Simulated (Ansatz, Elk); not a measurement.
## Bonding as seen by X-rays: BaTi2Ga2

Structure refinements treat a crystal as free atoms side by side. For a made-up structure of BaTi2Ga2 (cell and positions from a PBE relaxation) the runs below show what the calculated density changes in F(hkl).

Main program and level: Elk 11.2.3 (patched build); DFT, PBE, all-electron APW+lo, Dirac cores, scalar-relativistic bands, static density, no spin.

This account leaves out most program logs.

The structure was built from a prototype and need not be the compound's stable phase.

## 1. The structure

Symmetry: I4/mmm, No. 139, tetragonal system. The conventional cell has a = 4.842 Å, b = 4.842 Å, c = 10.840 Å, α = 90.00°, β = 90.00°, γ = 90.00°. Ba has 8 Ga at 3.63 Å and 10 Ti at 3.65 to 3.85 Å nearest. Nearest to Ga lie 4 Ti at 2.60 Å and 4 Ga at 3.42 Å and 4 Ba at 3.63 Å. Nearest to Ti lie 4 Ga at 2.60 Å and 5 Ti at 3.53 to 3.91 Å and 5 Ba at 3.65 to 3.85 Å. Farther neighbours are not listed.

## 2. Ground state and structure factors

An all-electron density is needed, since X-rays see the cores too. Task 0 finds the density and task 195 Fourier-transforms it; tshift is off so that phases refer to the origin typed.

File elk.in:

```
tasks
  0
  195

xctype
  20

spinpol
  .false.

rgkmax
  7.0

gmaxvr
  14.0

lmaxo
  7

lmaxapw
  8

swidth
  0.002

tshift
  .false.

ramdisk
  .false.

hmaxvr
  5.5

maxscl
  120

epspot
  1e-06

sppath
  './'

avec
  -4.57485625758 4.57485625758 10.24231008894
  4.57485625758 -4.57485625758 10.24231008894
  4.57485625758 4.57485625758 -10.24231008894

atoms
  3
  'Ba.in'
  1
  -0.0000000000 -0.0000000000 -0.0000000000   0.000000 0.000000 0.000000
  'Ga.in'
  2
  0.2500000000 0.7500000000 0.5000000000   0.000000 0.000000 0.000000
  0.7500000000 0.2500000000 0.5000000000   0.000000 0.000000 0.000000
  'Ti.in'
  2
  0.6629540208 0.6629540208 -0.0000000000   0.000000 0.000000 0.000000
  0.3370459792 0.3370459792 -0.0000000000   0.000000 0.000000 0.000000

ngridk
  7 7 7
```

Command:

```bash
$ OMP_NUM_THREADS=4 elk
```

Elapsed: 49 s, on 4 threads of Intel Xeon Platinum 8488C (Sapphire Rapids), shared host; peak memory 0.28 GiB; 2.3 min of CPU time.

SFACRHO.OUT:

```text

h k l indices transformed by vhmat matrix:
   1.000000000       0.000000000       0.000000000    
   0.000000000       1.000000000       0.000000000    
   0.000000000       0.000000000       1.000000000    

      h      k      l  multipl.   |H|            Re(F)            Im(F)           |F|

      0      0      0      1   0.0000000       162.00000      0.41109302E-15   162.00000    
      1      1     -1      2  0.61345392      -24.710496     -0.59498096E-14   24.710496    
      0     -1      0      8  0.75209706       30.605586      -0.0000000       30.605586    
     -1      1      0      4  0.97115247       29.718655      0.82278066E-16   29.718655    
      2      1     -1      8   1.1481731       79.907132      -0.0000000       79.907132    
     -2      0      1      8   1.1486787       82.806276     -0.59498096E-14   82.806276    
      2      2     -2      2   1.2269078       77.680820      0.11899619E-13   77.680820    
      1     -1     -1      4   1.3734170       124.74243      0.45869305E-14   124.74243    
      0     -2      2      8   1.5041941      -18.466464      0.11899619E-13   18.466464    
     -2     -2      1      8   1.5647492      -21.893611      0.59498096E-14   21.893611    
      1      0      1     16   1.5658621       26.810063      -0.0000000       26.810063    
     -3     -2      3      8   1.6803584       29.681665     -0.29749048E-14   29.681665    
      2      1     -3     16   1.7901329       68.145431      -0.0000000       68.145431    
      3      3     -3      2   1.8403618       23.221456     -0.16361976E-13   23.221456    
      3      1     -3      8   1.8416235       68.007052      0.35698857E-13   68.007052    
     -2      2      0      4   1.9423049       108.79321      0.36243909E-16   108.79321    
      1     -3      1      8   2.0368785      -15.813044      0.23799238E-13   15.813044    
     -2     -4      3      8   2.0808817       105.27900     -0.15246387E-13   105.27900
```

Elk indexes on the primitive cell of elk.in and gives |H| = 4π sin θ/λ in inverse bohr. Below, one row stands for each form hkl of the conventional cell (m members, Friedel mates merged), F is for one primitive cell and the density is static (no thermal factor). Free-atom factors are Waasmaier and Kirfel's, and R is Σm||F|−|F'||/Σm|F|.

```
hkl   m  sin θ/λ (Å⁻¹)  abs F, DFT  neutral atoms   diff.
002   2          0.092      24.710         24.399  +0.312
101   8          0.113      30.606         30.565  +0.040
110   4          0.146      29.719         29.801  -0.083
103   8          0.173      79.907         80.079  -0.172
112   8          0.173      82.806         82.682  +0.124
004   2          0.184      77.681         77.447  +0.233
200   4          0.206     124.742        125.256  -0.514
202   8          0.226      18.466         19.116  -0.650
114   8          0.235      21.894         22.392  -0.498
211  16          0.235      26.810         26.745  +0.065
105   8          0.253      29.682         29.811  -0.129
213  16          0.269      68.145         68.300  -0.155
006   2          0.277      23.221         22.691  +0.531
204   8          0.277      68.007         68.426  -0.419
```

## 3. The highest occupied states alone

An energy window below the Fermi level keeps the highest occupied states, to see at which angles they scatter; shallow core shells can lie inside it and anion s states outside. No new self-consistency is needed.

elk.in, as its differences from that of step 2:

```diff
@@ -1,3 +1,2 @@
 tasks
-  0
   195
@@ -40,2 +39,5 @@
 
+wsfac
+  -0.235310 0.505680
+
 sppath
```

Command:

```bash
$ OMP_NUM_THREADS=4 elk
```

It took 11 s on 4 threads; peak memory 0.16 GiB.

States within 12 eV below the Fermi level hold 16.00 electrons; any levels below the window count with the cores. Their amplitudes can exceed the total, where window and core parts have opposite phase:

| hkl | sin θ/λ (Å⁻¹) | abs F, window | abs F, all |
| --- | --- | --- | --- |
| 002 | 0.092 | 5.723 | 24.710 |
| 101 | 0.113 | 1.888 | 30.606 |
| 110 | 0.146 | 1.025 | 29.719 |
| 103 | 0.173 | 2.109 | 79.907 |
| 112 | 0.173 | 0.271 | 82.806 |
| 004 | 0.184 | 0.009 | 77.681 |
| 200 | 0.206 | 1.924 | 124.742 |
| 202 | 0.226 | 0.418 | 18.466 |
| 114 | 0.235 | 0.649 | 21.894 |
| 211 | 0.235 | 0.606 | 26.810 |

## 4. Another functional

The difference from free atoms is small, so it is set against the change that LDA (Perdew-Wang) makes.

elk.in, as its differences from that of step 3:

```diff
@@ -1,2 +1,3 @@
 tasks
+  0
   195
@@ -4,3 +5,3 @@
 xctype
-  20
+  3
 
@@ -39,5 +40,2 @@
 
-wsfac
-  -0.235310 0.505680
-
 sppath
```

Command:

```bash
$ OMP_NUM_THREADS=4 elk
```

Elapsed: 35 s, on 4 threads; peak memory 0.23 GiB.

Against the first run R = 0.04 %; the largest change is -0.055 at 400.

## 5. A coarser k-mesh

About half the k-points along each axis test the sampling.

elk.in, as its differences from that of step 4:

```diff
@@ -5,3 +5,3 @@
 xctype
-  3
+  20
 
@@ -63,2 +63,2 @@
 ngridk
-  7 7 7
+  4 4 4
```

Command:

```bash
$ OMP_NUM_THREADS=4 elk
```

Elapsed: 35 s, on 4 threads; peak memory 0.29 GiB.

Against the first run R = 0.01 %; the largest change is -0.011 at 110.

## 6. Settings against the effect

```
              run  R against the first run (%)  R against neutral atoms, low angle (%)  wall time
    PBE, rgkmax 7                         0.00                                    0.49       49 s
LDA (Perdew-Wang)                         0.04                                    0.49       35 s
     k-mesh 4×4×4                         0.01                                    0.49       35 s
```

## 7. Outcome

```yaml
r_against_neutral_atoms_sin_theta_lambda_0p3_a_minus1: 0.49 %
r_against_neutral_atoms_0p3_to_0p73_a_minus1: 0.21 %
```

**Reading.** Independent neutral atoms miss the calculated amplitudes by R = 0.49 % below 0.3 Å⁻¹ and 0.21 % from there to 0.73 Å⁻¹; by shells, 0.31 % below 0.15 Å⁻¹ (3 forms), 0.50 % 0.15 to 0.3 (12 forms), 0.28 % 0.3 to 0.45 (29 forms), 0.19 % above 0.45 (105 forms). Bonding, aspherical density and the tables' own atoms all enter these figures, and the runs don't part them. The largest change of an amplitude is -0.65 electrons, at 202. The window's part falls from 16.0 electrons at the origin to at most 0.46 between 0.45 and 0.73 Å⁻¹. Below 0.3 Å⁻¹ the changes that finished (LDA (Perdew-Wang) and k-mesh 4×4×4) move F by R = 0.02 % at most, against the 0.49 % that separates it from free atoms. The basis has no finished test. These runs have no spin, though d or f shells may be open. Part of the difference isn't bonding: the tables are fits to free atoms and ions calculated by other methods than this functional. Thermal motion, anomalous dispersion and extinction are left out.

[Logs are printed without paths, hosts, clocks, repeated set-up lines and the standing remarks that a program may print on its own settings, such as how far it seeks lower states.]

[Hosts, paths, dates, database ids (printed as entryN), source tags and the programs' standing remarks are cut or masked in the printed files.]
